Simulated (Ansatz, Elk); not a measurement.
# Bonding as seen by X-rays: Cs2SrSi2

Structure refinements treat a crystal as free atoms side by side. For a made-up structure of Cs2SrSi2 (cell and positions from a PBEsol relaxation) the runs below show what the calculated density changes in F(hkl).

Main program and level: Elk 11.2.3 (patched build); DFT, PBE, all-electron APW+lo, Dirac cores, scalar-relativistic bands, static density, no spin.

This account leaves out most program logs.

The structure was built from a prototype and need not be the compound's stable phase.

## (1) The structure

The structure is tetragonal, space group I4/mmm (No. 139). Conventional cell: a = 4.800 Å, b = 4.800 Å, c = 15.593 Å, α = 90.00°, β = 90.00°, γ = 90.00°. Cs has 4 Cs at 3.39 Å and 4 Si at 3.67 Å nearest. Nearest to Sr lie 8 Si at 3.58 Å. Nearest to Si lie 1 Si at 2.25 Å and 4 Sr at 3.58 Å and 4 Cs at 3.67 Å. Farther neighbours are not listed.

## (2) Ground state and structure factors

An all-electron density is needed, since X-rays see the cores too. Task 0 finds the density and task 195 Fourier-transforms it; tshift is off so that phases refer to the origin typed.

Input file elk.in:

```
tasks
  0
  195

xctype
  20

spinpol
  .false.

rgkmax
  7.0

gmaxvr
  14.0

lmaxo
  7

lmaxapw
  8

swidth
  0.002

tshift
  .false.

ramdisk
  .false.

hmaxvr
  5.5

maxscl
  120

epspot
  1e-06

sppath
  './'

avec
  -4.53576653679 4.53576653679 14.73305628861
  4.53576653679 -4.53576653679 14.73305628861
  4.53576653679 4.53576653679 -14.73305628861

atoms
  3
  'Cs.in'
  2
  0.2500000000 0.7500000000 0.5000000000   0.000000 0.000000 0.000000
  0.7500000000 0.2500000000 0.5000000000   0.000000 0.000000 0.000000
  'Sr.in'
  1
  -0.0000000000 -0.0000000000 -0.0000000000   0.000000 0.000000 0.000000
  'Si.in'
  2
  0.5719889902 0.5719889902 -0.0000000000   0.000000 0.000000 0.000000
  0.4280110098 0.4280110098 -0.0000000000   0.000000 0.000000 0.000000

ngridk
  7 7 7
```

Launch:

```bash
> OMP_NUM_THREADS=4 elk
```

Run time: 53 s. Hardware: 4 threads of Intel Xeon Platinum 8488C (Sapphire Rapids), shared host; peak memory 0.35 GiB.

SFACRHO.OUT:

```text

h k l indices transformed by vhmat matrix:
   1.000000000       0.000000000       0.000000000    
   0.000000000       1.000000000       0.000000000    
   0.000000000       0.000000000       1.000000000    

      h      k      l  multipl.   |H|            Re(F)            Im(F)           |F|

      0      0      0      1   0.0000000       176.00000      0.28077346E-15   176.00000    
      1      1     -1      2  0.42646856      -53.018607     -0.50477254E-13   53.018607    
      0      1     -1      8  0.72470718       12.224375     -0.52580473E-14   12.224375    
     -2     -2      2      2  0.85293712       125.20481     -0.10621256E-12   125.20481    
      2      1     -2      8  0.94284217       27.994820     -0.63096568E-14   27.994820    
      0      0     -1      4  0.97952196      -40.685762     -0.52632460E-13   40.685762    
     -1     -1      2      8   1.0683345       137.89598     -0.11041899E-12   137.89598    
     -3     -2      2      8   1.2713981       42.871578     -0.10516095E-13   42.871578    
     -3     -3      3      2   1.2794057      -76.108614      0.21768316E-12   76.108614    
      2      2     -1      8   1.2988322      -62.728237     -0.51528864E-13   62.728237    
     -1      1     -1      4   1.3852532       135.29450      0.51360107E-13   135.29450    
     -2      0      2      8   1.4494144      -44.689365      0.10831577E-12   44.689365    
      2     -1      0     16   1.5633704       12.217357     -0.36806331E-14   12.217357    
      3      3     -2      8   1.6113169       94.563665      0.66251396E-13   94.563665    
     -3     -1      3      8   1.6267846       106.04558     -0.13776084E-12   106.04558    
     -4     -3      3      8   1.6455108       45.432855      0.29576516E-15   45.432855    
      2      1     -3     16   1.6756724       24.082283     -0.42064378E-14   24.082283    
      4      4     -4      2   1.7058742       93.159556      0.15616401E-12   93.159556
```

Elk indexes on the primitive cell of elk.in and gives |H| = 4π sin θ/λ in inverse bohr. Below, one row stands for each form hkl of the conventional cell (m members, Friedel mates merged), F is for one primitive cell and the density is static (no thermal factor). Free-atom factors are Waasmaier and Kirfel's, and R is Σm||F|−|F'||/Σm|F|.

```csv
hkl,m,sin θ/λ (Å⁻¹),"abs F, DFT",neutral atoms,diff.
002,2,0.064,53.019,53.144,-0.126
101,8,0.109,12.224,12.656,-0.432
004,2,0.128,125.205,125.294,-0.089
103,8,0.142,27.995,27.864,+0.130
110,4,0.147,40.686,41.009,-0.324
112,8,0.161,137.896,137.824,+0.072
105,8,0.191,42.872,42.926,-0.054
006,2,0.192,76.109,76.348,-0.239
114,8,0.195,62.728,62.819,-0.091
200,4,0.208,135.294,135.364,-0.070
202,8,0.218,44.689,44.621,+0.068
211,16,0.235,12.217,12.170,+0.047
116,8,0.242,94.564,94.212,+0.352
204,8,0.245,106.046,105.933,+0.113
107,8,0.247,45.433,45.768,-0.335
213,16,0.252,24.082,24.044,+0.038
008,2,0.257,93.160,92.653,+0.507
215,16,0.283,37.187,37.288,-0.101
206,8,0.284,66.287,66.369,-0.082
220,4,0.295,119.054,119.027,+0.027
118,8,0.296,64.772,64.909,-0.137
222,8,0.301,39.624,39.671,-0.048
```

## (3) The highest occupied states alone

An energy window below the Fermi level keeps the highest occupied states, to see at which angles they scatter; shallow core shells can lie inside it and anion s states outside. No new self-consistency is needed.

Edit elk.in of step 2 so:

```diff
@@ -1,3 +1,2 @@
 tasks
-  0
   195
@@ -40,2 +39,5 @@
 
+wsfac
+  -0.353600 0.497640
+
 sppath
```

Launch:

```bash
> OMP_NUM_THREADS=4 elk
```

Run time: 16 s. Hardware: 4 threads; peak memory 0.25 GiB.

States within 15 eV below the Fermi level hold 24.01 electrons; any levels below the window count with the cores. Their amplitudes can exceed the total, where window and core parts have opposite phase:

```csv
hkl,sin θ/λ (Å⁻¹),"abs F, window","abs F, all"
002,0.064,5.756,53.019
101,0.109,4.092,12.224
004,0.128,5.484,125.205
103,0.142,0.504,27.995
110,0.147,2.364,40.686
112,0.161,5.746,137.896
105,0.191,0.682,42.872
006,0.192,3.581,76.109
114,0.195,2.820,62.728
200,0.208,2.808,135.294
```

## (4) Another functional

The difference from free atoms is small, so it is set against the change that LDA (Perdew-Wang) makes.

Edit elk.in of step 3 so:

```diff
@@ -1,2 +1,3 @@
 tasks
+  0
   195
@@ -4,3 +5,3 @@
 xctype
-  20
+  3
 
@@ -39,5 +40,2 @@
 
-wsfac
-  -0.353600 0.497640
-
 sppath
```

Launch:

```bash
> OMP_NUM_THREADS=4 elk
```

Wall time 35 s (4 threads); peak memory 0.28 GiB.

Against the first run R = 0.04 %; the largest change is -0.055 at 3 1 14.

## (5) Basis size

A smaller basis shows how fast F responds to it; the change is likely larger than the basis error of the first run, but doesn't show convergence.

Edit elk.in of step 4 so:

```diff
@@ -5,3 +5,3 @@
 xctype
-  3
+  20
 
@@ -11,3 +11,3 @@
 rgkmax
-  7.0
+  5.5
```

Launch:

```bash
> OMP_NUM_THREADS=4 elk
```

It took 43 s on 4 threads; peak memory 0.33 GiB.

Against the first run R = 0.02 %; the largest change is -0.038 at 200.

## (6) Settings against the effect

| run | R against the first run (%) | R against neutral atoms, low angle (%) | wall time |
| --- | --- | --- | --- |
| PBE, rgkmax 7 | 0.00 | 0.25 | 53 s |
| LDA (Perdew-Wang) | 0.04 | 0.23 | 35 s |
| rgkmax 5.5 | 0.02 | 0.25 | 43 s |

## (7) Results

```
R against neutral atoms, sin θ/λ < 0.3 Å⁻¹ : 0.25 %
R against neutral atoms, 0.3 to 0.64 Å⁻¹   : 0.12 %
```

**Reading.** Independent neutral atoms miss the calculated amplitudes by R = 0.25 % below 0.3 Å⁻¹ and 0.12 % from there to 0.64 Å⁻¹; by shells, 0.74 % below 0.15 Å⁻¹ (5 forms), 0.19 % 0.15 to 0.3 (16 forms), 0.08 % 0.3 to 0.45 (40 forms), 0.13 % above 0.45 (88 forms). Bonding, aspherical density and the tables' own atoms all enter these figures, and the runs don't part them. The largest change of an amplitude is +0.51 electrons, at 008. The window's part falls from 24.0 electrons at the origin to at most 0.51 between 0.45 and 0.64 Å⁻¹. The window holds more than the 12 outer electrons of the free atoms, so shallow core shells lie inside it. Below 0.3 Å⁻¹ the changes that finished (LDA (Perdew-Wang) and rgkmax 5.5) move F by R = 0.03 % at most, against the 0.25 % that separates it from free atoms. The k-mesh has no finished test. Part of the difference isn't bonding: the tables are fits to free atoms and ions calculated by other methods than this functional. Thermal motion, anomalous dispersion and extinction are left out.

[Logs are printed without paths, hosts, clocks, repeated set-up lines and the standing remarks that a program may print on its own settings, such as how far it seeks lower states.]

[Hosts, paths, dates, database ids (printed as entryN), source tags and the programs' standing remarks are cut or masked in the printed files.]
